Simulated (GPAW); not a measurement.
Consider zinc-blende (AlAs)1-x(InAs)x, x = 0.25.

```xyz
16
Lattice="0.0000 5.7603 5.7603 5.7603 0.0000 5.7603 5.7603 5.7603 0.0000" Properties=species:S:1:pos:R:3 pbc="T T T"
Al   11.5061   11.5079   11.5176
As    1.3723    1.4820    1.3782
Al    8.6265    8.6266   11.5112
As    4.3003    4.3122    1.4295
In    8.6237    5.7566    2.8879
As    4.4203    1.4439    4.3300
Al    5.7378    8.6285    8.6219
As    7.1258    4.2421    4.3613
Al    0.0157    2.8789    2.8826
As    1.3888    4.3814    4.2675
Al    8.6409    5.7661    8.6353
As    4.3235    7.2040    4.3098
In    8.6294    8.6517    5.7831
As    4.4462    4.3298    7.2120
Al    5.7587    5.7547    5.7381
As    7.1296    7.1339    7.2489
```

Absorber: atom 2, with 3 Al at 2.46 Å and 1 In at 2.59 Å (distorted tetrahedral). Method: GPAW, LDA, excited-electron core hole (neutral cell), 16-atom cell with 8.1 Å between holes, 4×4×4 k points, dipole transitions, Gaussian full width 2.14 eV up to 4 eV, rising linearly to 3.5 eV at 25 eV.

Question: Predict the near-edge structure at the As K edge.

Main maxima up to 27 eV above the zero (height): 4.2 eV (1.42), 6.4 eV (1.39), 12.8 eV (0.92), 17.0 eV (0.93) and 24.6 eV (1.00). A K edge sees empty p states on the absorber. 

The As K spectrum (energy from the bottom of the conduction band, which holds the excited electron; intensity scaled to a mean of 1 over the first 20 eV):

```csv
E (eV),intensity
-2.00,0.00
-1.25,0.01
-0.50,0.07
0.25,0.28
1.00,0.65
1.75,0.98
2.50,1.13
3.25,1.27
4.00,1.41
4.75,1.39
5.50,1.36
6.25,1.39
7.00,1.35
7.75,1.21
8.50,1.08
9.25,0.95
10.00,0.84
10.75,0.80
11.50,0.84
12.25,0.90
13.00,0.92
13.75,0.87
14.50,0.83
15.25,0.84
16.00,0.89
16.75,0.93
17.50,0.92
18.25,0.90
19.00,0.90
19.75,0.90
20.50,0.90
21.25,0.89
22.00,0.89
22.75,0.92
23.50,0.97
24.25,1.00
25.00,0.99
25.75,0.93
26.50,0.84
27.25,0.74
28.00,0.67
```

The script folds with a Gaussian, whereas the core hole's own line is a Lorentzian, so the onset is too steep and the first peak too high. Lifetime broadening is put in by hand, and intensities beyond about 20 eV depend on it and on the partial waves.

[Banner, clock and machine lines of the logs are left out without a mark of their own.]

[Logs are printed without paths, hosts, clocks, repeated set-up lines and the standing remarks that a program may print on its own settings, such as how far it seeks lower states.]

[Hosts, paths, dates, database ids (printed as entryN), source tags and the programs' standing remarks are cut or masked in the printed files.]

[Lists of maxima count a maximum above −3 eV only where it reaches 4 % of the highest in the window and stands out from its surroundings by 2 % of it (1.5 % where it reaches 55 %); shoulders and weaker maxima are passed over, and of the rest the first, up to two pre-edge ones and the few strongest are named.]
